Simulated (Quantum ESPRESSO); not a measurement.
# Cu(111), 5 layers: vacuum convergence, part 2 of 3

Wanted: the cheapest sound input for Cu(111), 5 layers, from a series that sets result against time.

Quantum ESPRESSO 7.5; plane-wave DFT, PBE, GBRV ultrasoft pseudopotentials.

So far. Step 2 (Ground state: 24 Å of vacuum): The run needed 22 iterations to bring the estimated error under 1e-07 Ry; the largest force on any atom, held or free, is 0.02 eV/Å. Step 3 (Potential by pp.x): Inside the slab this potential holds the local part of the pseudopotentials, which can be repulsive at the nuclei; only its value in the vacuum has a meaning of its own.

## (4) SCF with pw.x: 18 Å of vacuum

File c2.in:

```
&control
  prefix = 'c2'
  outdir = './out'
  pseudo_dir = './pseudo'
  calculation = 'scf'
  tprnfor = .true.
/
&system
  ibrav = 0
  nat = 5
  ntyp = 1
  ecutwfc = 40
  ecutrho = 200
  occupations = 'smearing'
  smearing = 'mv'
  degauss = 0.02
/
&electrons
  conv_thr = 1e-07
  mixing_beta = 0.4
  electron_maxstep = 120
  mixing_mode = 'local-TF'
/
ATOMIC_SPECIES
  Cu  63.5460  cu_pbe_v1.2.uspp.F.UPF
CELL_PARAMETERS angstrom
  2.55265548008344 0.00000000000000 0.00000000000000
  1.27632774004172 2.21066449286182 0.00000000000000
  0.00000000000000 0.00000000000000 26.33693788709819
ATOMIC_POSITIONS crystal
  Cu  0.666666666700 0.666666666700 0.341725375918
  Cu  0.000000000000 0.000000000000 0.420862687959
  Cu  0.333333333300 0.333333333300 0.500000000000
  Cu  0.666666666700 0.666666666700 0.579137312041
  Cu  0.000000000000 0.000000000000 0.658274624082
K_POINTS automatic
  12 12 1 0 0 0
```

On the command line:

```console
OMP_NUM_THREADS=1 mpirun -n 4 pw.x -nk 4 -in c2.in > c2.out
```

Output:

```text
[banner, memory and clock lines left out]
Program PWSCF v.7.5 starts
[...]
Message from routine setup:
[...]
number of electrons       =        95.00
     number of Kohn-Sham states=           58
     kinetic-energy cutoff     =      40.0000  Ry
     charge density cutoff     =     200.0000  Ry
[...]
number of k points=    19  Marzari-Vanderbilt smearing, width (Ry)=  0.0200
[...]
Dense  grid:    47817 G-vectors     FFT dimensions: (  24,  24, 225)
[...]
negative rho (up, down):  1.916E-04 0.000E+00
     Starting wfcs are   65 randomized atomic wfcs
[...]
negative rho (up, down):  4.364E-02 0.000E+00
[...]
estimated scf accuracy    <      65.39687355 Ry
[...]
negative rho (up, down):  1.752E-02 0.000E+00
[...]
estimated scf accuracy    <       0.27334870 Ry
[...]
negative rho (up, down):  2.210E-03 0.000E+00
[...]
estimated scf accuracy    <       0.13822386 Ry
[...]
negative rho (up, down):  9.629E-04 0.000E+00
[...]
estimated scf accuracy    <       0.04493366 Ry
[...]
negative rho (up, down):  2.907E-04 0.000E+00
[...]
estimated scf accuracy    <       0.03701188 Ry
[...]
negative rho (up, down):  8.036E-05 0.000E+00
[...]
estimated scf accuracy    <       0.02916404 Ry
[...]
negative rho (up, down):  1.563E-05 0.000E+00
[...]
estimated scf accuracy    <       0.02728168 Ry
[...]
negative rho (up, down):  2.419E-05 0.000E+00
[...]
estimated scf accuracy    <       0.01462710 Ry
[...]
negative rho (up, down):  2.457E-05 0.000E+00
[...]
estimated scf accuracy    <       0.01591323 Ry
[...]
negative rho (up, down):  7.156E-03 0.000E+00
[...]
estimated scf accuracy    <       0.01630528 Ry
[...]
negative rho (up, down):  5.042E-03 0.000E+00
[...]
estimated scf accuracy    <       0.01333419 Ry
[...]
negative rho (up, down):  5.577E-03 0.000E+00
[...]
estimated scf accuracy    <       0.00103568 Ry
[...]
negative rho (up, down):  2.345E-03 0.000E+00
[...]
estimated scf accuracy    <       0.00096716 Ry
[...]
negative rho (up, down):  8.104E-04 0.000E+00
[...]
estimated scf accuracy    <       0.00069927 Ry
[...]
negative rho (up, down):  3.667E-04 0.000E+00
[...]
estimated scf accuracy    <       0.00037555 Ry
[...]
negative rho (up, down):  4.028E-05 0.000E+00
[...]
estimated scf accuracy    <       0.00014437 Ry
[...]
negative rho (up, down):  3.350E-04 0.000E+00
[...]
estimated scf accuracy    <       0.00002560 Ry
[...]
negative rho (up, down):  1.573E-04 0.000E+00
[...]
estimated scf accuracy    <       0.00000288 Ry
[...]
negative rho (up, down):  1.581E-04 0.000E+00
[...]
estimated scf accuracy    <       0.00000045 Ry
[...]
negative rho (up, down):  1.003E-04 0.000E+00
[...]
the Fermi energy is     3.5393 ev
!    total energy              =   -2018.84084963 Ry
     estimated scf accuracy    <       0.00000006 Ry
     smearing contrib. (-TS)   =      -0.00011504 Ry
     internal energy E=F+TS    =   -2018.84073459 Ry
[...]
one-electron contribution =  -18748.90737101 Ry
     hartree contribution      =    9388.53409418 Ry
     xc contribution           =    -193.97317720 Ry
     ewald contribution        =    7535.50571944 Ry
     convergence has been achieved in  20 iterations
     negative rho (up, down):  1.003E-04 0.000E+00
[...]
Total force =     0.002951     Total SCF correction =     0.002893
[...]
```

Wall time 53 s (4 MPI ranks of Arm Neoverse V2, shared host); peak memory 0.49 GiB.

This step gave:

```
Fermi energy : 3.539 eV
```

The program's own clock; routines nest. Time by routine:

```csv
routine,wall time (s),calls
PWSCF,52.22,1
electrons,50.83,1
c_bands,38.7,20
cegterg,35.68,100
h_psi,24.72,451
fftw,22.79,33666
vloc_psi,21.03,451
sum_band,5.9,20
mix_rho,4.95,20
ffts,3.35,2358
calbec,2.69,571
h_psi:calbec,1.81,451
s_psi,1.8,451
add_vuspsi,1.8,451
```

## (5) Electrostatic potential

File c2.pot.in:

```
&inputpp
  prefix = 'c2'
  outdir = './out'
  filplot = 'c2.pot.dat'
  plot_num = 11
/
```

On the command line:

```console
OMP_NUM_THREADS=1 mpirun -n 4 pp.x -in c2.pot.in > c2.pot.out
```

The job ended after 0.75 s (4 MPI ranks; peak memory 0.1 GiB).

Counted from each run's own zero (the Fermi level), the vacuum level differs from the first run's by +1 meV.

## (6) Self-consistent run: 14 Å of vacuum

File c4.in:

```
&control
  prefix = 'c4'
  outdir = './out'
  pseudo_dir = './pseudo'
  calculation = 'scf'
  tprnfor = .true.
/
&system
  ibrav = 0
  nat = 5
  ntyp = 1
  ecutwfc = 40
  ecutrho = 200
  occupations = 'smearing'
  smearing = 'mv'
  degauss = 0.02
/
&electrons
  conv_thr = 1e-07
  mixing_beta = 0.4
  electron_maxstep = 120
  mixing_mode = 'local-TF'
/
ATOMIC_SPECIES
  Cu  63.5460  cu_pbe_v1.2.uspp.F.UPF
CELL_PARAMETERS angstrom
  2.55265548008344 0.00000000000000 0.00000000000000
  1.27632774004172 2.21066449286182 0.00000000000000
  0.00000000000000 0.00000000000000 22.33693788709819
ATOMIC_POSITIONS crystal
  Cu  0.666666666700 0.666666666700 0.313382256573
  Cu  0.000000000000 0.000000000000 0.406691128287
  Cu  0.333333333300 0.333333333300 0.500000000000
  Cu  0.666666666700 0.666666666700 0.593308871713
  Cu  0.000000000000 0.000000000000 0.686617743427
K_POINTS automatic
  12 12 1 0 0 0
```

On the command line:

```console
OMP_NUM_THREADS=1 mpirun -n 4 pw.x -nk 4 -in c4.in > c4.out
```

Output:

```text
[banner, memory and clock lines left out]
Program PWSCF v.7.5 starts
[...]
Message from routine setup:
[...]
number of electrons       =        95.00
     number of Kohn-Sham states=           58
     kinetic-energy cutoff     =      40.0000  Ry
     charge density cutoff     =     200.0000  Ry
[...]
number of k points=    19  Marzari-Vanderbilt smearing, width (Ry)=  0.0200
[...]
Dense  grid:    40535 G-vectors     FFT dimensions: (  24,  24, 192)
[...]
negative rho (up, down):  1.479E-04 0.000E+00
     Starting wfcs are   65 randomized atomic wfcs
[...]
negative rho (up, down):  2.413E-02 0.000E+00
[...]
estimated scf accuracy    <      53.16568871 Ry
[...]
negative rho (up, down):  7.088E-03 0.000E+00
[...]
estimated scf accuracy    <       0.20667760 Ry
[...]
negative rho (up, down):  1.641E-04 0.000E+00
[...]
estimated scf accuracy    <       0.12971274 Ry
[...]
negative rho (up, down):  9.024E-08 0.000E+00
[...]
estimated scf accuracy    <       0.04112339 Ry
[...]
negative rho (up, down):  2.046E-04 0.000E+00
[...]
estimated scf accuracy    <       0.03115693 Ry
[...]
negative rho (up, down):  4.724E-06 0.000E+00
[...]
estimated scf accuracy    <       0.05214171 Ry
[...]
negative rho (up, down):  4.556E-06 0.000E+00
[...]
estimated scf accuracy    <       0.03698327 Ry
[...]
negative rho (up, down):  1.589E-05 0.000E+00
[...]
estimated scf accuracy    <       0.03561850 Ry
[...]
negative rho (up, down):  1.211E-05 0.000E+00
[...]
estimated scf accuracy    <       0.03709045 Ry
[...]
negative rho (up, down):  4.249E-03 0.000E+00
[...]
estimated scf accuracy    <       0.03796485 Ry
[...]
negative rho (up, down):  8.620E-04 0.000E+00
[...]
estimated scf accuracy    <       0.01700306 Ry
[...]
negative rho (up, down):  2.066E-04 0.000E+00
[...]
estimated scf accuracy    <       0.00679918 Ry
[...]
negative rho (up, down):  3.649E-04 0.000E+00
[...]
estimated scf accuracy    <       0.00260413 Ry
[...]
negative rho (up, down):  6.934E-05 0.000E+00
[...]
estimated scf accuracy    <       0.00131845 Ry
[...]
negative rho (up, down):  4.437E-04 0.000E+00
[...]
estimated scf accuracy    <       0.00058353 Ry
[...]
negative rho (up, down):  2.615E-04 0.000E+00
[...]
estimated scf accuracy    <       0.00002257 Ry
[...]
negative rho (up, down):  1.662E-04 0.000E+00
[...]
estimated scf accuracy    <       0.00000412 Ry
[...]
negative rho (up, down):  1.005E-04 0.000E+00
[...]
estimated scf accuracy    <       0.00000088 Ry
[...]
negative rho (up, down):  8.502E-05 0.000E+00
[...]
estimated scf accuracy    <       0.00000013 Ry
[...]
negative rho (up, down):  6.495E-05 0.000E+00
[...]
the Fermi energy is     5.0275 ev
!    total energy              =   -2018.84084822 Ry
     estimated scf accuracy    <       0.00000007 Ry
     smearing contrib. (-TS)   =      -0.00011486 Ry
     internal energy E=F+TS    =   -2018.84073336 Ry
[...]
one-electron contribution =  -12925.72847126 Ry
     hartree contribution      =    6482.14474363 Ry
     xc contribution           =    -193.97348875 Ry
     ewald contribution        =    4618.71648302 Ry
     convergence has been achieved in  20 iterations
     negative rho (up, down):  6.495E-05 0.000E+00
[...]
Total force =     0.001068     Total SCF correction =     0.002777
[...]
```

The job ended after 41 s (4 MPI ranks; peak memory 0.46 GiB; 2.8 min of CPU time).

This step gave:

- free energy: -27467.7290 eV
- Fermi energy: 5.027 eV

The program's own clock; routines nest. Time by routine:

```csv
routine,wall time (s),calls
PWSCF,40.82,1
electrons,39.65,1
c_bands,29.98,20
cegterg,28.09,100
h_psi,19.26,378
fftw,17.68,33068
vloc_psi,16.23,378
sum_band,4.83,20
mix_rho,3.77,20
ffts,2.47,2296
calbec,2.23,498
h_psi:calbec,1.49,378
add_vuspsi,1.48,378
s_psi,1.47,378
```

## (7) Electrostatic potential

File c4.pot.in:

```
&inputpp
  prefix = 'c4'
  outdir = './out'
  filplot = 'c4.pot.dat'
  plot_num = 11
/
```

On the command line:

```console
OMP_NUM_THREADS=1 mpirun -n 4 pp.x -in c4.pot.in > c4.pot.out
```

Elapsed: 0.74 s, on 4 MPI ranks; peak memory 0.1 GiB.

Read from the output:

* potential in the middle of the vacuum, over the Fermi level: 4.777 eV

Counted from each run's own zero (the Fermi level), the vacuum level differs from the first run's by +1 meV.

## (8) Ground state: 12 Å of vacuum

File c6.in:

```
&control
  prefix = 'c6'
  outdir = './out'
  pseudo_dir = './pseudo'
  calculation = 'scf'
  tprnfor = .true.
/
&system
  ibrav = 0
  nat = 5
  ntyp = 1
  ecutwfc = 40
  ecutrho = 200
  occupations = 'smearing'
  smearing = 'mv'
  degauss = 0.02
/
&electrons
  conv_thr = 1e-07
  mixing_beta = 0.4
  electron_maxstep = 120
  mixing_mode = 'local-TF'
/
ATOMIC_SPECIES
  Cu  63.5460  cu_pbe_v1.2.uspp.F.UPF
CELL_PARAMETERS angstrom
  2.55265548008344 0.00000000000000 0.00000000000000
  1.27632774004172 2.21066449286182 0.00000000000000
  0.00000000000000 0.00000000000000 20.33693788709819
ATOMIC_POSITIONS crystal
  Cu  0.666666666700 0.666666666700 0.295029666379
  Cu  0.000000000000 0.000000000000 0.397514833189
  Cu  0.333333333300 0.333333333300 0.500000000000
  Cu  0.666666666700 0.666666666700 0.602485166811
  Cu  0.000000000000 0.000000000000 0.704970333621
K_POINTS automatic
  12 12 1 0 0 0
```

On the command line:

```console
OMP_NUM_THREADS=1 mpirun -n 4 pw.x -nk 4 -in c6.in > c6.out
```

Output:

```text
[banner, memory and clock lines left out]
Program PWSCF v.7.5 starts
[...]
Message from routine setup:
[...]
number of electrons       =        95.00
     number of Kohn-Sham states=           58
     kinetic-energy cutoff     =      40.0000  Ry
     charge density cutoff     =     200.0000  Ry
[...]
number of k points=    19  Marzari-Vanderbilt smearing, width (Ry)=  0.0200
[...]
Dense  grid:    36929 G-vectors     FFT dimensions: (  24,  24, 180)
[...]
negative rho (up, down):  1.071E-04 0.000E+00
     Starting wfcs are   65 randomized atomic wfcs
[...]
negative rho (up, down):  1.367E-02 0.000E+00
[...]
estimated scf accuracy    <      47.69444916 Ry
[...]
negative rho (up, down):  3.242E-03 0.000E+00
[...]
estimated scf accuracy    <       0.18293696 Ry
[...]
negative rho (up, down):  3.386E-06 0.000E+00
[...]
estimated scf accuracy    <       0.12303893 Ry
[...]
estimated scf accuracy    <       0.03774203 Ry
[...]
negative rho (up, down):  1.878E-05 0.000E+00
[...]
estimated scf accuracy    <       0.03018383 Ry
[...]
estimated scf accuracy    <       0.08909391 Ry
[...]
estimated scf accuracy    <       0.02049060 Ry
[...]
estimated scf accuracy    <       0.02495013 Ry
[...]
estimated scf accuracy    <       0.02266307 Ry
[...]
negative rho (up, down):  6.356E-05 0.000E+00
[...]
estimated scf accuracy    <       0.00097484 Ry
[...]
negative rho (up, down):  1.167E-04 0.000E+00
[...]
estimated scf accuracy    <       0.00545562 Ry
[...]
negative rho (up, down):  7.655E-05 0.000E+00
[...]
estimated scf accuracy    <       0.00126375 Ry
[...]
negative rho (up, down):  3.362E-05 0.000E+00
[...]
estimated scf accuracy    <       0.00001015 Ry
[...]
negative rho (up, down):  2.507E-05 0.000E+00
[...]
estimated scf accuracy    <       0.00000280 Ry
[...]
negative rho (up, down):  3.140E-05 0.000E+00
[...]
the Fermi energy is     5.9917 ev
!    total energy              =   -2018.84084841 Ry
     estimated scf accuracy    <       0.00000006 Ry
     smearing contrib. (-TS)   =      -0.00011477 Ry
     internal energy E=F+TS    =   -2018.84073363 Ry
[...]
one-electron contribution =  -10201.03170156 Ry
     hartree contribution      =    5123.16557573 Ry
     xc contribution           =    -193.97371019 Ry
     ewald contribution        =    3252.99910239 Ry
     convergence has been achieved in  15 iterations
     negative rho (up, down):  3.140E-05 0.000E+00
[...]
Total force =     0.000816     Total SCF correction =     0.000146
[...]
```

Run time: 30 s. Hardware: 4 MPI ranks; peak memory 0.43 GiB; 2 min of CPU time.

This step gave:

```
Fermi energy : 5.992 eV
```

The program's own clock; routines nest. Time by routine:

```csv
routine,wall time (s),calls
PWSCF,29.22,1
electrons,28.14,1
c_bands,22.16,15
cegterg,20.35,75
h_psi,13.7,314
fftw,12.26,26392
vloc_psi,11.47,314
sum_band,3.14,15
mix_rho,2.1,15
calbec,1.64,409
ffts,1.39,1415
h_psi:calbec,1.1,314
s_psi,1.09,314
add_vuspsi,1.09,314
```

## (9) Potential by pp.x

File c6.pot.in:

```
&inputpp
  prefix = 'c6'
  outdir = './out'
  filplot = 'c6.pot.dat'
  plot_num = 11
/
```

On the command line:

```console
OMP_NUM_THREADS=1 mpirun -n 4 pp.x -in c6.pot.in > c6.pot.out
```

It took 0.73 s on 4 MPI ranks; peak memory 0.1 GiB; 2.6 s of CPU time.

Counted from each run's own zero (the Fermi level), the vacuum level differs from the first run's by +1 meV.

(Part 2 of 3 ends here.)

[Logs are printed without paths, hosts, clocks, repeated set-up lines and the standing remarks that a program may print on its own settings, such as how far it seeks lower states.]

[Hosts, paths, dates, database ids (printed as entryN), source tags and the programs' standing remarks are cut or masked in the printed files.]

[Maps of the electrostatic potential energy from Ansatz leave out the sawtooth potential of an applied field or a dipole correction, so their vacuum need not be flat; planar profiles and work functions include it.]
